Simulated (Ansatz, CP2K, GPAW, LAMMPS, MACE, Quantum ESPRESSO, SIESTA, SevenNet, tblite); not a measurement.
**SIESTA runs on liquid Ge at 2600 K (66 atoms)**

Wanted: SIESTA inputs and outputs for liquid Ge at 2600 K (66 atoms), checked against a plane-wave reference.

Program: SIESTA 5.4.2. Level of theory: the method is named at each step. Results are calculated unless marked as measured.

### Step 1. Set-up

The cell holds 66 atoms: 66 Ge. Its edges and angles: a = 11.473 Å, b = 11.473 Å, c = 11.473 Å, α = 90.0°, β = 90.0°, γ = 90.0°. 66 atoms (66 Ge) placed at random at 5.27 g/cm³, melted at 3500 K for 10 ps at fixed volume with the Tersoff potential (Tersoff, Phys. Rev. B 39, 5566 (1989)). Snapshot at the end of a hold of 5 ps at 2600 K and fixed volume.

The yardstick, on the same geometry:

- method: Kohn-Sham DFT, PBE, SSSP efficiency 1.3.0 pseudopotentials, plane waves (Quantum ESPRESSO 7.5); sssp-pbe-1.3.0-efficiency, cutoffs 45/360 Ry, Γ point
- r.m.s. force component: 0.8985 eV/Å
- longest force: 3.647 eV/Å
- pressure: 4.464 GPa
- time: 4.2 min on 4 MPI ranks of Arm Neoverse V1, shared host
- CPU time: 17 min

### Step 2. PBE, TZP, shift 0.01 Ry, mesh 300 Ry

Method: Kohn-Sham DFT, PBE, PseudoDojo 0.4.1 norm-conserving pseudopotentials (converted to PSML), numerical atomic orbitals (TZP), diagonalisation.

The .psml files are PseudoDojo norm-conserving potentials that we converted to this format, checked against plane waves on the same files for H, C, O, Si, Ge and Ca alone.

input.fdf reads:

```
SystemLabel cell
NumberOfAtoms 66
NumberOfSpecies 1
%block ChemicalSpeciesLabel
  1 32 Ge
%endblock ChemicalSpeciesLabel
LatticeConstant 1.0 Ang
%block LatticeVectors
  11.47290 0.00000 0.00000
  0.00000 11.47290 0.00000
  0.00000 0.00000 11.47290
%endblock LatticeVectors
PAO.BasisSize TZP
PAO.EnergyShift 0.01 Ry
XC.Functional GGA
XC.Authors PBE
MeshCutoff 300 Ry
%block kgrid_Monkhorst_Pack
  1 0 0 0.0
  0 1 0 0.0
  0 0 1 0.0
%endblock kgrid_Monkhorst_Pack
SolutionMethod diagon
OccupationFunction FD
ElectronicTemperature 580 K
SCF.Mixer.Method Pulay
SCF.Mixer.Weight 0.05
SCF.Mixer.History 8
SCF.Mix Hamiltonian
MaxSCFIterations 300
SCF.DM.Tolerance 1e-04
SCF.H.Tolerance 1.0e-3 eV
WriteForces T
Write.HirshfeldPop T
Write.VoronoiPop T
Write.DM F
Write.H F
XML.Write F
AtomicCoordinatesFormat Fractional
%block AtomicCoordinatesAndAtomicSpecies
  0.03861 0.74380 0.99419 1
  0.26621 0.05487 0.44122 1
  0.11753 0.59678 0.11592 1
  0.62845 0.64248 0.48673 1
  0.01468 0.40525 0.13136 1
  0.74698 0.18376 0.08527 1
  0.52200 0.46127 0.09378 1
  0.31196 0.35914 0.34983 1
  0.45207 0.56711 0.66213 1
  0.10266 0.31402 0.41737 1
  0.15098 0.49643 0.53329 1
  0.45372 0.85482 0.65170 1
  0.57357 0.84894 0.46692 1
  0.39523 0.18155 0.27726 1
  0.87774 0.98151 0.35288 1
  0.03378 0.93372 0.12331 1
  0.55234 0.15410 0.65557 1
  0.36033 0.69620 0.34363 1
  0.90385 0.66668 0.87332 1
  0.50852 0.97701 0.82370 1
  0.62121 0.46436 0.70856 1
  0.34576 0.17986 0.62384 1
  0.36782 0.37546 0.76467 1
  0.60350 0.39378 0.39830 1
  0.16583 0.79290 0.84341 1
  0.37742 0.71195 0.81390 1
  0.84954 0.26542 0.74183 1
  0.60188 0.66828 0.11216 1
  0.54960 0.34063 0.92179 1
  0.67631 0.04321 0.49261 1
  0.85708 0.83527 0.20364 1
  0.09623 0.77657 0.64312 1
  0.81397 0.96422 0.66593 1
  0.17224 0.33147 0.84676 1
  0.31481 0.52784 0.17348 1
  0.73996 0.78921 0.78846 1
  0.91766 0.34594 0.31499 1
  0.80029 0.61533 0.14820 1
  0.16860 0.13616 0.75588 1
  0.14742 0.73651 0.30535 1
  0.31492 0.16999 0.04371 1
  0.83830 0.50466 0.99463 1
  0.00435 0.38914 0.69255 1
  0.27084 0.01452 0.88202 1
  0.69574 0.33765 0.58986 1
  0.94057 0.08456 0.80048 1
  0.11085 0.24558 0.02702 1
  0.33305 0.95497 0.13934 1
  0.58697 0.18229 0.33992 1
  0.99396 0.61225 0.41264 1
  0.75818 0.32763 0.90713 1
  0.51155 0.83981 0.23523 1
  0.51865 0.13916 0.99322 1
  0.97153 0.61608 0.66829 1
  0.56357 0.78700 0.91529 1
  0.93894 0.10726 0.02527 1
[... 6 atom lines left out ...]
  0.77129 0.61448 0.64285 1
  0.69716 0.95650 0.14446 1
  0.80169 0.17951 0.30231 1
  0.17246 0.95753 0.27342 1
%endblock AtomicCoordinatesAndAtomicSpecies
```

The run is started by

```console
$ OMP_NUM_THREADS=1 mpirun -np 2 siesta < input.fdf > output.txt
```

Log:

```text
Version         : 5.4.2
reinit: System Name:
reinit: System Label: cell
initatom: Reading input for the pseudopotentials and atomic orbitals ----------
Species number:   1 Atomic number:   32 Label: Ge
Ground state valence configuration (from tables):   4s02  4p02  4d00  4f00
---- Processing specs for species: Ge
GGA--PBE XC_GGA_X_PBE--XC_GGA_C_PBE pb
Semicore shell(s) with 10 electrons included in the valence for Ge
Semicore shell(s): 3d
Fallback to non-perturbative polarization scheme for Ge
Please see the manual if this is not desired in principle
Ge pseudopotential only contains V_ls up to l=2 -- lmxkb reset.
Using PAO.SplitTailNorm
%block ChemicalSpeciesLabel
    1   32 Ge                      # Species index, atomic number, species label
%endblock ChemicalSpeciesLabel
%block PAO.Basis                 # Define Basis set
Ge                    4                    # Species label, number of l-shells
 n=4   0   3                         # n, l, Nzeta
   5.264      3.748      4.214
   1.000      1.000      1.000
 n=4   1   3                         # n, l, Nzeta
   6.996      5.083      5.681
   1.000      1.000      1.000
 n=3   2   1                         # n, l, Nzeta
   2.782
   1.000
 n=4   2   1                         # n, l, Nzeta
   6.996
   1.000
%endblock PAO.Basis
coor:   Atomic-coordinates input format  =     Fractional
siesta: System type = bulk
initatomlists: Number of atoms, orbitals, and projectors:     66  1452  1188
siesta: ******************** Simulation parameters ****************************
Total number of electrons:   924.000000
Total ionic charge:   924.000000
 Kpoints in:            1 . Kpoints trimmed:            1
siesta: k-grid: Number of k-points = 1
siesta: k-points from Monkhorst-Pack grid
siesta: k-cutoff (effective) =     5.736 Ang
siesta: k-point supercell and displacements
siesta: k-grid:     1     0     0      0.000
siesta: k-grid:     0     1     0      0.000
siesta: k-grid:     0     0     1      0.000
                     ====================================
                        Single-point calculation
                     ====================================
outcell: Unit cell vectors (Ang):
       11.472900    0.000000    0.000000
        0.000000   11.472900    0.000000
        0.000000    0.000000   11.472900
outcell: Cell vector modules (Ang)   :   11.472900   11.472900   11.472900
outcell: Cell angles (23,13,12) (deg):     90.0000     90.0000     90.0000
outcell: Cell volume (Ang**3)        :   1510.1484
Gamma-point calculation with multiply-connected orbital pairs
Gamma-point calculation with multiply-connected orbital pairs
Folding of H and S implicitly performed
Folding of H and S implicitly performed
new_DM -- step:     1
Initializing Density Matrix...
Attempting to read DM from file... Failed...
DM filled with atomic data:
InitMesh: MESH = 120 x 120 x 120 = 1728000
InitMesh: Mesh cutoff (required, used) =   300.000   302.356 Ry
stepf: Fermi-Dirac step function
        iscf     Eharris(eV)        E_KS(eV)     FreeEng(eV)     dDmax    Ef(eV) dHmax(eV)
   scf:    1  -160297.149448  -160311.398428  -160311.626747  1.131921 -3.687145  3.619810
   scf:    2  -160312.814307  -160312.186313  -160312.414645  0.011822 -3.701828  2.961279
   scf:    3  -160313.433101  -160312.880397  -160313.109479  0.019630 -3.728833  2.247418
   scf:    4  -160314.523155  -160313.804408  -160314.038599  0.051456 -3.800402  1.341587
   scf:    5  -160314.479368  -160314.179125  -160314.420135  0.045326 -3.864348  0.687716
   scf:    6  -160314.306404  -160314.255019  -160314.496745  0.019270 -3.889148  0.450798
   scf:    7  -160314.275919  -160314.269362  -160314.511013  0.004053 -3.892339  0.235994
   scf:    8  -160314.292760  -160314.283998  -160314.524911  0.005639 -3.894177  0.099243
   scf:    9  -160314.288480  -160314.286478  -160314.527306  0.001844 -3.893088  0.052767
   scf:   10  -160314.288340  -160314.287518  -160314.528346  0.001395 -3.891676  0.043859
   scf:   11  -160314.288148  -160314.287890  -160314.528759  0.001062 -3.890486  0.031309
   scf:   12  -160314.288217  -160314.288079  -160314.529011  0.001063 -3.889290  0.016348
   scf:   13  -160314.288085  -160314.288086  -160314.529068  0.000477 -3.888858  0.009614
   scf:   14  -160314.288163  -160314.288130  -160314.529117  0.000282 -3.887513  0.005847
   scf:   15  -160314.288146  -160314.288139  -160314.529126  0.000116 -3.886990  0.004694
   scf:   16  -160314.288113  -160314.288127  -160314.529134  0.000143 -3.886795  0.002746
   scf:   17  -160314.288084  -160314.288106  -160314.529140  0.000082 -3.886547  0.001532
   scf:   18  -160314.288088  -160314.288097  -160314.529141  0.000046 -3.886461  0.000903
SCF Convergence by DM+H criterion
max |DM_out - DM_in|         :     0.0000459197
max |H_out - H_in|      (eV) :     0.0009033118
SCF cycle converged after 18 iterations
Using DM_out to compute the final energy and forces
siesta: E_KS(eV) =          -160314.2881
siesta: E_KS - E_eggbox =   -160314.2881
siesta: Atomic forces (eV/Ang):
     1    0.760413    1.512005    2.203156
     2    0.771234    0.079294    0.277450
     3    0.511485   -0.289280    1.281993
     4    0.820734    0.924681   -0.283962
     5   -0.613847    1.140898   -0.708398
     6   -0.303075    0.276062    0.173860
     7   -0.371622    0.368868    0.936558
     8   -0.560545    1.050677   -0.208383
     9   -1.734680    0.593736    0.109468
    10    0.286818   -0.773320    0.220687
    11    0.292663    0.022049    0.521832
    12   -0.187959   -0.384099   -0.201968
[...]
62    0.234718    1.957813   -0.822725
    63   -1.608419    0.654800    0.398285
    64   -1.283519    0.374822   -0.471408
    65   -1.042106   -0.906866   -2.215874
    66   -0.558318   -0.165214    0.821929
----------------------------------------
   Tot    0.001309   -0.004883    0.004191
----------------------------------------
   Max    3.693189
   Res    1.005992    sqrt( Sum f_i^2 / 3N )
----------------------------------------
   Max    3.693189    constrained
Stress tensor Voigt[x,y,z,yz,xz,xy] (kbar):      -75.11      -50.00      -67.29      -12.20       -4.25        1.94
(Free)E + p*V (eV/cell)  -160254.0790
Target enthalpy (eV/cell)  -160314.5291
siesta: Program's energy decomposition (eV):
siesta: Ebs     =    -21161.528381
siesta: Eions   =    160450.168318
siesta: Ena     =      3129.201090
siesta: Ekin    =    120527.186497
siesta: Enl     =    -84630.225083
siesta: DEna    =       300.003844
siesta: DUscf   =         9.608721
siesta: Ex      =    -37131.906556
siesta: Ec      =     -2067.988292
siesta: Exc     =    -39199.894848
siesta: Eharris =   -160314.288088
siesta: Etot    =   -160314.288097
siesta: FreeEng =   -160314.529141
siesta: Final energy (eV):
siesta:  Band Struct. =  -21161.528381
siesta:       Kinetic =  120527.186497
siesta:       Hartree =   51426.935923
siesta:         Exch. =  -37131.906556
siesta:         Corr. =   -2067.988292
siesta:   Exch.-corr. =  -39199.894848
siesta:  Ion-electron = -218391.831591
siesta:       Ion-ion =  -74676.684078
siesta:         Total = -160314.288097
siesta:         Fermi =      -3.886461
siesta: Stress tensor (static) (eV/Ang**3):
siesta:    -0.046882    0.001211   -0.002650
siesta:     0.001211   -0.031209   -0.007618
siesta:    -0.002650   -0.007618   -0.041997
siesta: Cell volume =       1510.148392 Ang**3
siesta: Pressure (static):
siesta:                Solid            Molecule  Units
siesta:           0.00043597          0.00040106  Ry/Bohr**3
siesta:           0.04002927          0.03682384  eV/Ang**3
siesta:          64.13396906         58.99829236  kBar
    Orbital volume contribution        =          66.199187 eV
    (Free)E + p_basis*V_orbitals       =     -160248.329954 eV
    (Free)Eharris+ p_basis*V_orbitals  =     -160248.329945 eV
Hirshfeld Atomic Populations:
Atom #   charge [q] valence [e]  Species
     1     0.003355   13.996645  Ge
     2     0.007747   13.992253  Ge
     3    -0.024935   14.024935  Ge
     4     0.011865   13.988135  Ge
     5    -0.011865   14.011865  Ge
     6    -0.001773   14.001773  Ge
     7     0.001846   13.998154  Ge
     8    -0.012215   14.012215  Ge
     9     0.003046   13.996954  Ge
    10    -0.000639   14.000639  Ge
    11    -0.007327   14.007327  Ge
    12    -0.008362   14.008362  Ge
[...]
--------------------
 Total     0.000077
Voronoi Atomic Populations:
Atom #   charge [q] valence [e]  Species
[...]
62     0.010243   13.989757  Ge
    63    -0.016470   14.016470  Ge
    64     0.013505   13.986495  Ge
    65    -0.003341   14.003341  Ge
    66    -0.024676   14.024676  Ge
--------------------
 Total     0.000077
```

Elapsed: 4.2 min, on 2 MPI ranks of Arm Neoverse V1, shared host; peak memory 1.8 GiB; 8.4 min of CPU time.

Banners, paths, timers and routine set-up lines are dropped from the logs unmarked, and long logs keep their key lines alone; longer cuts are marked.

Numbers from this run, and their distance from the reference:

| Item | Value |
| --- | --- |
| r.m.s. force component | 1.006 eV/Å |
| r.m.s. difference of force components | 158.6 meV/Å |
| longest difference of force vectors | 558.2 meV/Å |
| force difference over r.m.s. force | 17.65 % |
| slope of forces against the reference's | 1.111 |
| correlation of force components | 0.9925 |
| pressure | 6.413 GPa |
| pressure difference | 1.949 GPa |

A closer look about Ge40, picked at random: 13 atoms, nearest first, numbered in the order of the input, with positions taken from that point.

| atom | x | y | z | distance (Å) | bonds | Hirshfeld charge (e) | Fx | Fy | Fz (eV/Å) |
| --- | --- | --- | --- | --- | --- | --- | --- | --- | --- |
| Ge40 | 0.00 | 0.00 | 0.00 | 0.00 | 4 | -0.02 | -0.87 | -0.58 | -0.75 |
| Ge18 | 2.44 | -0.46 | 0.44 | 2.52 | 5 | -0.02 | 0.37 | 0.21 | -0.11 |
| Ge66 | 0.29 | 2.54 | -0.37 | 2.58 | 4 | -0.02 | -0.56 | -0.17 | 0.82 |
| Ge50 | -1.76 | -1.43 | 1.23 | 2.58 | 4 | 0.04 | 0.89 | 0.14 | 0.54 |
| Ge3 | -0.34 | -1.60 | -2.17 | 2.72 | 4 | -0.02 | 0.51 | -0.29 | 1.28 |
| Ge60 | 1.55 | 1.02 | 2.49 | 3.10 | 4 | 0.01 | -0.09 | 0.24 | -0.34 |
| Ge16 | -1.30 | 2.26 | -2.09 | 3.34 | 4 | 0.00 | -1.20 | -0.18 | -1.12 |
| Ge35 | 1.92 | -2.39 | -1.51 | 3.42 | 4 | 0.04 | 0.35 | -0.58 | 0.76 |
| Ge31 | -3.33 | 1.13 | -1.17 | 3.71 | 4 | -0.03 | 0.53 | -1.79 | -0.64 |
| Ge57 | -1.47 | 2.43 | 2.50 | 3.78 | 4 | 0.00 | -1.41 | -1.72 | -0.02 |
| Ge1 | -1.25 | 0.08 | -3.57 | 3.78 | 4 | 0.00 | 0.76 | 1.51 | 2.20 |
| Ge11 | 0.04 | -2.75 | 2.62 | 3.80 | 4 | -0.01 | 0.29 | 0.02 | 0.52 |
| Ge48 | 2.13 | 2.51 | -1.90 | 3.80 | 3 | 0.01 | 1.03 | -0.16 | -0.62 |

Forces lie 18 % from the reference's, at 0.50 times its CPU time (on 2 against 4 cores).

### Step 3. What came out

```json
{"force difference from the reference": "SIESTA PBE, TZP, shift 0.01 Ry, mesh 300 Ry, 18 %", "its CPU time": "8.4 min"}
```

In words: The PBE run in local orbitals differs by 18 % (SIESTA PBE, TZP, shift 0.01 Ry, mesh 300 Ry); basis, grid and potentials can all enter. SIESTA PBE, TZP, shift 0.01 Ry, mesh 300 Ry stiffens the forces by a factor of 1.11 while following their directions (correlation 0.992). In pressure, SIESTA PBE, TZP, shift 0.01 Ry, mesh 300 Ry misses by +1.9 GPa, at the same functional. The reference's pressure holds the uncorrected Pulay stress of its 45 Ry basis, so small pressure differences, and their order, may be the reference's own error. The frame stands for 2600 K, but pressures are static and levels are smeared at 580 K, under the temperature of the frame, which matters where levels are partly filled. The network of bonds at the start is that of the classical potential that made the cell, and needn't be the one that DFT or experiment would give. The electronic-structure runs sample only Γ, in a cell whose shortest periodic width is 11 Å, which is coarse for a cell with partly filled levels.

[Also dropped from logs without a mark: logging warnings of Python, and SIESTA's first energy breakdown and zero terms.]

[Logs are printed without paths, hosts, clocks, repeated set-up lines and the standing remarks that a program may print on its own settings, such as how far it seeks lower states.]

[Hosts, paths, dates, database ids (printed as entryN), source tags and the programs' standing remarks are cut or masked in the printed files.]
